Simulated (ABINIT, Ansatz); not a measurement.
# A GW run on K2H4Pt (I4/mmm) in ABINIT, with inputs changed

Aim: change inputs of a GW run on K2H4Pt (I4/mmm) and see what moves.

Calculated with ABINIT 10.8.3; PBEsol and many-body steps on it, plane waves.

## 1. The structure

The structure is tetragonal, space group I4/mmm (No. 139). Conventional cell: a = 5.749 Å, b = 5.749 Å, c = 7.722 Å, α = 90.00°, β = 90.00°, γ = 90.00°. Nearest to K lie 8 H at 2.83 Å. H has 1 Pt at 1.65 Å and 2 H at 2.33 Å and 4 K at 2.83 Å nearest. Nearest to Pt lie 4 H at 1.65 Å. Farther neighbours are not listed.

As a file:

```cif
data_structure
_symmetry_space_group_name_H-M 'I4/mmm'
_symmetry_Int_Tables_number 139
_cell_length_a 5.7491
_cell_length_b 5.7491
_cell_length_c 7.7224
_cell_angle_alpha 90.000
_cell_angle_beta 90.000
_cell_angle_gamma 90.000
_cell_volume 255.24
loop_
_atom_site_label
_atom_site_type_symbol
_atom_site_symmetry_multiplicity
_atom_site_Wyckoff_symbol
_atom_site_fract_x
_atom_site_fract_y
_atom_site_fract_z
_atom_site_occupancy
K1 K 4 d 0.50000 0.00000 0.25000 1
H1 H 8 h 0.29721 0.70279 0.50000 1
Pt1 Pt 2 a 0.00000 0.00000 0.00000 1
```

The cell and positions are those that the Materials Project relaxed with its own functionals (PBE, PBE+U or r2SCAN), kept fixed. Spin-orbit coupling is left out unless a step names it.

## 2. Screening, 2×2×2 mesh, 104 bands, screening to 114.3 eV

This step: ABINIT 10.8.3; RPA screening on PBEsol, plane waves, norm-conserving pseudopotentials.

The RPA dielectric matrix is built and inverted for each q.

The input, run.abi:

```
acell 3*1.0 Angstrom
rprim 
  -2.874560180000 2.874560180000 3.861188830000
  2.874560180000 -2.874560180000 3.861188830000
  2.874560180000 2.874560180000 -3.861188830000
ntypat 3
znucl 19 1 78
natom 7
typat 1 1 2 2 2 2 3
xred 
  0.250000000000 0.750000000000 0.500000000000
  0.750000000000 0.250000000000 0.500000000000
  0.202788050000 0.797211950000 0.000000000000
  0.202788050000 0.202788050000 0.405576100000
  0.797211950000 0.202788050000 0.000000000000
  0.797211950000 0.797211950000 0.594423900000
  0.000000000000 0.000000000000 0.000000000000
pp_dirpath "pseudos"
pseudos "K.upf, H.upf, Pt.upf"
ecut 38
ngkpt 2 2 2
nshiftk 1
shiftk 0 0 0
kptopt 1
chksymbreak 0
istwfk *1
occopt 1
irdwfk 1
optdriver 3
nband 104
ecuteps 4.2
inclvkb 2
awtr 1
symchi 1
indata_prefix "in"
outdata_prefix "out"
tmpdata_prefix "tmp"
```

On the command line:

```bash
OMP_NUM_THREADS=1 mpirun -n 4 abinit run.abi > log
```

What it wrote:

```text
.Version 10.8.3 of ABINIT. v10.8.2 released Aug 2026.

 Symmetries : space group I4/m m m (#139); Bravais tI (body-center tetrag.)
[... echo of the input left out ...]
== DATASET  1 ==================================================================
-   mpi_nproc: 4, omp_nthreads: 1 (-1 if OMP is not activated)

--- !DatasetInfo
iteration_state: {dtset: 1, }
dimensions: {natom: 7, nkpt: 4, mband: 104, nsppol: 1, nspinor: 1, nspden: 1, mpw: 9692, }
cutoff_energies: {ecut:  38.0, pawecutdg:  -1.0, }
electrons: {nelect:   4.00000000E+01, charge:   0.00000000E+00, occopt:   1.00000000E+00, tsmear:   1.00000000E-02, }

 SCREENING: Calculation of the susceptibility and dielectric matrices

 Based on a program developped by R.W. Godby, V. Olevano, G. Onida, and L. Reining.
 Incorporated in ABINIT by V. Olevano, G.-M. Rignanese, and M. Torrent.
.Using double precision arithmetic ; gwpc =  8

[... cell and pseudopotentials left out ...]
--------------------------------------------------------------------------------

 ==== K-mesh for the wavefunctions ====
 Number of points in the irreducible wedge :     4
[... list of points left out ...]
 Together with 16 symmetry operations and time-reversal symmetry
 yields     8 points in the full Brillouin Zone.

 ==== Q-mesh for the screening function ====
 Number of points in the irreducible wedge :     4
[... list of points left out ...]
 Together with 16 symmetry operations and time-reversal symmetry
 yields     8 points in the full Brillouin Zone.

 setmesh: FFT mesh size selected  =    45x   45x   45
          total number of points  =        91125

 vcoul_init : cutoff-mode = AUXILIARY_FUNCTION
 q-points for optical limit:   1
     1)      0.000010    0.000020    0.000030

- screening: taking advantage of time-reversal symmetry
- Maximum band index for partially occupied states nbvw = 20
- Remaining bands to be divided among processors   nbcw = 84
- Number of bands treated by each node ~21

 Number of electrons calculated from density =   40.0000; Expected =   40.0000
 average of density, n =  0.046445
 r_s =    1.7258
 omega_plasma =   20.7886 [eV]

 calculating chi0 at frequencies [eV] :
  1    0.000000E+00    0.000000E+00
  2    0.000000E+00    2.078861E+01

--------------------------------------------------------------------------------
  q-point number  1        q = ( 0.000000, 0.000000, 0.000000) [r.l.u.]
--------------------------------------------------------------------------------
[... chi0 elements left out ...]
 For q-point:  0.000010 0.000020 0.000030
  dielectric constant =   2.8154
  dielectric constant without local fields =   3.6549

  Average fulfillment of the sum rule on Im[epsilon] for q-point    1 :     54.76  [%]
[... wings left out ...]
  q-point number  2        q = ( 0.500000, 0.000000, 0.000000) [r.l.u.]
--------------------------------------------------------------------------------
[... chi0 elements left out ...]
  Average fulfillment of the sum rule on Im[epsilon] for q-point    2 :     61.96  [%]

 [... 2 further q-points ...]
```

Wall time 29 s (4 MPI ranks of Intel Xeon Platinum 8488C (Sapphire Rapids), shared host); peak memory 1.8 GiB; 1.9 min of CPU time.

Numbers from this step:

| Property | Result |
| --- | --- |
| ε∞ with local fields, on this mesh, along the program's q direction | 2.815 |
| the same without local fields | 3.655 |
| plasma frequency | 20.79 eV |
| plane waves in the screening matrix | 339 |

Local fields lower ε∞ by 23 %. On a Γ-centred mesh this coarse the value itself is usually too large, while a short band sum pulls it down.

## 3. Base

The self-energy is evaluated for the states that the input lists, and the levels follow from it, in one-shot runs by the linearised quasiparticle equation.

This step: G0W0 on PBEsol, plane waves, norm-conserving pseudopotentials.

run.abi: that of step 2 with these lines changed.

```diff
@@ -28,8 +28,19 @@
 irdwfk 1
-optdriver 3
+optdriver 4
 nband 104
+gwcalctyp 0
+ecutsigx 38
+symsigma 1
+nkptgw 3
+kptgw 
+  0.5000000000 0.5000000000 0.0000000000
+  0.5000000000 0.5000000000 0.5000000000
+  0.0000000000 0.0000000000 0.0000000000
+bdgw 
+  19 22
+  18 22
+  18 22
 ecuteps 4.2
-inclvkb 2
-awtr 1
-symchi 1
+irdscr 1
+ppmodel 1
 indata_prefix "in"
```

What it wrote:

```text
.Version 10.8.3 of ABINIT. v10.8.2 released Aug 2026.

 Symmetries : space group I4/m m m (#139); Bravais tI (body-center tetrag.)
[... echo of the input left out ...]
== DATASET  1 ==================================================================
-   mpi_nproc: 4, omp_nthreads: 1 (-1 if OMP is not activated)

--- !DatasetInfo
iteration_state: {dtset: 1, }
dimensions: {natom: 7, nkpt: 4, mband: 104, nsppol: 1, nspinor: 1, nspden: 1, mpw: 9692, }
cutoff_energies: {ecut:  38.0, pawecutdg:  -1.0, }
electrons: {nelect:   4.00000000E+01, charge:   0.00000000E+00, occopt:   1.00000000E+00, tsmear:   1.00000000E-02, }

 SIGMA: Calculation of the GW corrections

 Based on a program developped by R.W. Godby, V. Olevano, G. Onida, and L. Reining.
 Incorporated in ABINIT by V. Olevano, G.-M. Rignanese, and M. Torrent.
.Using double precision arithmetic ; gwpc =  8

[... cell and pseudopotentials left out ...]
--------------------------------------------------------------------------------

 ==== K-mesh for the wavefunctions ====
 Number of points in the irreducible wedge :     4
[... list of points left out ...]
 Together with 16 symmetry operations and time-reversal symmetry
 yields     8 points in the full Brillouin Zone.

 ==== Q-mesh for screening function ====
 Number of points in the irreducible wedge :     4
[... list of points left out ...]
 Together with 16 symmetry operations and time-reversal symmetry
 yields     8 points in the full Brillouin Zone.

 vcoul_init : cutoff-mode = AUXILIARY_FUNCTION
 q-points for optical limit:   1
     1)      0.000010    0.000020    0.000030
 setmesh: FFT mesh size selected  =    72x   72x   72
          total number of points  =       373248

 Number of electrons calculated from density =   40.0000; Expected =   40.0000
 average of density, n =  0.046445
 r_s =    1.7258
 omega_plasma =   20.7886 [eV]

 === KS Band Gaps ===
  >>>> For spin  1
   Minimum direct gap =   2.6251 [eV], located at k-point      :   0.5000  0.5000  0.5000
   Fundamental gap    =   2.6060 [eV], Top of valence bands at :   0.5000  0.5000  0.0000
                                       Bottom of conduction at :   0.5000  0.5000  0.5000
 SIGMA fundamental parameters:
 PLASMON POLE MODEL  1
 number of plane-waves for SigmaX                 9657
 number of plane-waves for SigmaC and W            339
 number of plane-waves for wavefunctions          9657
 number of bands                                   104
 number of independent spin polarizations            1
 number of spinorial components                      1
 number of k-points in IBZ                           4
 number of q-points in IBZ                           4
 number of symmetry operations                      16
 number of k-points in BZ                            8
 number of q-points in BZ                            8
 number of frequencies for dSigma/dE                 9
 frequency step for dSigma/dE [eV]                0.25
 number of omega for Sigma on real axis              0
 max omega for Sigma on real axis  [eV]           0.00
 zcut for avoiding poles [eV]                     0.10

 EPSILON^-1 parameters (SCR file):
 dimension of the eps^-1 matrix on file            339
 dimension of the eps^-1 matrix used               339
 number of plane-waves for wavefunctions          9657
 number of bands                                   104
 number of q-points in IBZ                           4
 number of frequencies                               2
 number of real frequencies                          1
 number of imag frequencies                          1

 matrix elements of self-energy operator (all in [eV])

 Perturbative Calculation

--- !SelfEnergy_ee
iteration_state: {dtset: 1, }
kpoint     : [   0.500,    0.500,    0.000, ]
spin       : 1
KS_gap     :    3.641
QP_gap     :    5.441
Delta_QP_KS:    1.800
data: !SigmaeeData |
     Band     E0 <VxcDFT>   SigX SigC(E0)      Z dSigC/dE  Sig(E)    E-E0       E
       19   0.814 -19.621 -23.952   3.892   0.787  -0.271 -19.966  -0.345   0.470
       20   1.111 -17.314 -20.766   2.818   0.798  -0.253 -17.820  -0.506   0.605
       21   4.752 -10.342  -6.670  -2.153   0.852  -0.174  -9.048   1.294   6.046
       22   5.795  -8.415  -4.471  -2.504   0.855  -0.170  -7.184   1.230   7.026

--- !SelfEnergy_ee
iteration_state: {dtset: 1, }
kpoint     : [   0.500,    0.500,    0.500, ]
spin       : 1
KS_gap     :    2.625
QP_gap     :    4.185
Delta_QP_KS:    1.559
data: !SigmaeeData |
     Band     E0 <VxcDFT>   SigX SigC(E0)      Z dSigC/dE  Sig(E)    E-E0       E
       18   0.819 -19.638 -23.972   3.898   0.787  -0.271 -19.981  -0.343   0.476
       19   0.819 -19.638 -23.972   3.898   0.787  -0.271 -19.981  -0.343   0.476
[...]
--- !SelfEnergy_ee
iteration_state: {dtset: 1, }
kpoint     : [   0.000,    0.000,    0.000, ]
spin       : 1
KS_gap     :    4.989
QP_gap     :    6.983
Delta_QP_KS:    1.994
data: !SigmaeeData |
     Band     E0 <VxcDFT>   SigX SigC(E0)      Z dSigC/dE  Sig(E)    E-E0       E
[...]
20   0.797 -17.067 -20.605   2.892   0.792  -0.263 -17.579  -0.512   0.285
       21   5.785  -8.441  -4.168  -2.530   0.851  -0.176  -6.958   1.482   7.268
       22   6.309  -7.737  -3.708  -2.757   0.861  -0.161  -6.642   1.095   7.404

== END DATASET(S) ==============================================================
================================================================================

 -outvars: echo values of variables after computation  --------
           etotal      0.0000000000E+00
            nband         104
             nkpt           4
          spgroup         139
 [... the other variables as echoed above ...]

 Calculation completed.
```

Wall time 15 s (4 MPI ranks); peak memory 1.7 GiB.

This step gave:

```yaml
g0w0_gap_on_the_points_computed: 4.164 eV
starting_gap_on_the_mesh: 2.606 eV
k_of_the_valence_top: 0.5, 0.5, 0
k_of_the_conduction_bottom: 0.5, 0.5, 0.5
z_at_the_valence_top: 0.798
z_at_the_conduction_bottom: 0.858
least_direct_g0w0_gap_on_the_computed_points: 4.185 eV
```

The gap on the mesh goes from 2.61 eV to 4.16 eV, a correction of +1.56 eV.

## 4. Scissors in G

run.abi: that of step 3 with these lines changed.

```diff
@@ -45,2 +45,3 @@
 ppmodel 1
+mbpt_sciss 0.5 eV
 indata_prefix "in"
```

What it wrote:

```text
.Version 10.8.3 of ABINIT. v10.8.2 released Aug 2026.

 Symmetries : space group I4/m m m (#139); Bravais tI (body-center tetrag.)
[... echo of the input left out ...]
== DATASET  1 ==================================================================
-   mpi_nproc: 4, omp_nthreads: 1 (-1 if OMP is not activated)

--- !DatasetInfo
iteration_state: {dtset: 1, }
dimensions: {natom: 7, nkpt: 4, mband: 104, nsppol: 1, nspinor: 1, nspden: 1, mpw: 9692, }
cutoff_energies: {ecut:  38.0, pawecutdg:  -1.0, }
electrons: {nelect:   4.00000000E+01, charge:   0.00000000E+00, occopt:   1.00000000E+00, tsmear:   1.00000000E-02, }

 SIGMA: Calculation of the GW corrections

 Based on a program developped by R.W. Godby, V. Olevano, G. Onida, and L. Reining.
 Incorporated in ABINIT by V. Olevano, G.-M. Rignanese, and M. Torrent.
.Using double precision arithmetic ; gwpc =  8

[... cell and pseudopotentials left out ...]
--------------------------------------------------------------------------------

 ==== K-mesh for the wavefunctions ====
 Number of points in the irreducible wedge :     4
[... list of points left out ...]
 Together with 16 symmetry operations and time-reversal symmetry
 yields     8 points in the full Brillouin Zone.

 ==== Q-mesh for screening function ====
 Number of points in the irreducible wedge :     4
[... list of points left out ...]
 Together with 16 symmetry operations and time-reversal symmetry
 yields     8 points in the full Brillouin Zone.

 vcoul_init : cutoff-mode = AUXILIARY_FUNCTION
 q-points for optical limit:   1
     1)      0.000010    0.000020    0.000030
 setmesh: FFT mesh size selected  =    72x   72x   72
          total number of points  =       373248

 Number of electrons calculated from density =   40.0000; Expected =   40.0000
[...]
number of plane-waves for wavefunctions          9657
 number of bands                                   104
 number of q-points in IBZ                           4
 number of frequencies                               2
 number of real frequencies                          1
 number of imag frequencies                          1

 matrix elements of self-energy operator (all in [eV])

 Perturbative Calculation

--- !SelfEnergy_ee
iteration_state: {dtset: 1, }
kpoint     : [   0.500,    0.500,    0.000, ]
spin       : 1
KS_gap     :    3.641
QP_gap     :    5.487
Delta_QP_KS:    1.846
data: !SigmaeeData |
     Band     E0 <VxcDFT>   SigX SigC(E0)      Z dSigC/dE  Sig(E)    E-E0       E
       19   0.814 -19.621 -23.952   3.905   0.787  -0.271 -19.956  -0.335   0.480
       20   1.111 -17.314 -20.766   2.838   0.799  -0.252 -17.804  -0.490   0.621
       21   4.752 -10.342  -6.670  -2.168   0.853  -0.173  -8.986   1.356   6.108
[...]
--- !SelfEnergy_ee
iteration_state: {dtset: 1, }
kpoint     : [   0.500,    0.500,    0.500, ]
spin       : 1
KS_gap     :    2.625
QP_gap     :    4.229
Delta_QP_KS:    1.603
data: !SigmaeeData |
     Band     E0 <VxcDFT>   SigX SigC(E0)      Z dSigC/dE  Sig(E)    E-E0       E
[...]
--- !SelfEnergy_ee
iteration_state: {dtset: 1, }
kpoint     : [   0.000,    0.000,    0.000, ]
spin       : 1
KS_gap     :    4.989
QP_gap     :    7.033
Delta_QP_KS:    2.045
data: !SigmaeeData |
     Band     E0 <VxcDFT>   SigX SigC(E0)      Z dSigC/dE  Sig(E)    E-E0       E
[...]
21   5.785  -8.441  -4.168  -2.542   0.851  -0.175  -6.893   1.548   7.333
       22   6.309  -7.737  -3.708  -2.765   0.862  -0.161  -6.579   1.158   7.467

== END DATASET(S) ==============================================================
================================================================================

 -outvars: echo values of variables after computation  --------
           etotal      0.0000000000E+00
            nband         104
             nkpt           4
          spgroup         139
 [... the other variables as echoed above ...]

 Calculation completed.
```

It took 18 s on 4 MPI ranks; peak memory 1.6 GiB; 69 s of CPU time.

This step gave:

```yaml
g0w0_gap_on_the_points_computed: 4.208 eV
starting_gap_on_the_mesh: 2.606 eV
k_of_the_valence_top: 0.5, 0.5, 0
k_of_the_conduction_bottom: 0.5, 0.5, 0.5
z_at_the_valence_top: 0.799
z_at_the_conduction_bottom: 0.859
least_direct_g0w0_gap_on_the_computed_points: 4.229 eV
```

[end of part 1 of 2]

[Paths, hosts, dates, memory and timing lines, banners, echoed tables and standing remarks are left out of the program output.]

[Logs are printed without paths, hosts, clocks, repeated set-up lines and the standing remarks that a program may print on its own settings, such as how far it seeks lower states.]

[Runs of the session that timed out or met a known fault of the program may be left out.]

[No measured gap is set beside runs whose start may be inverted or whose files or cutoffs have a known fault.]

[Hosts, paths, dates, database ids (printed as entryN), source tags and the programs' standing remarks are cut or masked in the printed files.]

[G0W0 gaps are taken among the corrected bands and points alone; a level outside them can change the order at an edge.]

[Where Ansatz stands beside ABINIT at settings called matched, ABINIT's density can come from a denser mesh and the files from another edition; pairs whose starting gaps differed by over 0.03 eV were left out, so agreement reads better than it is.]
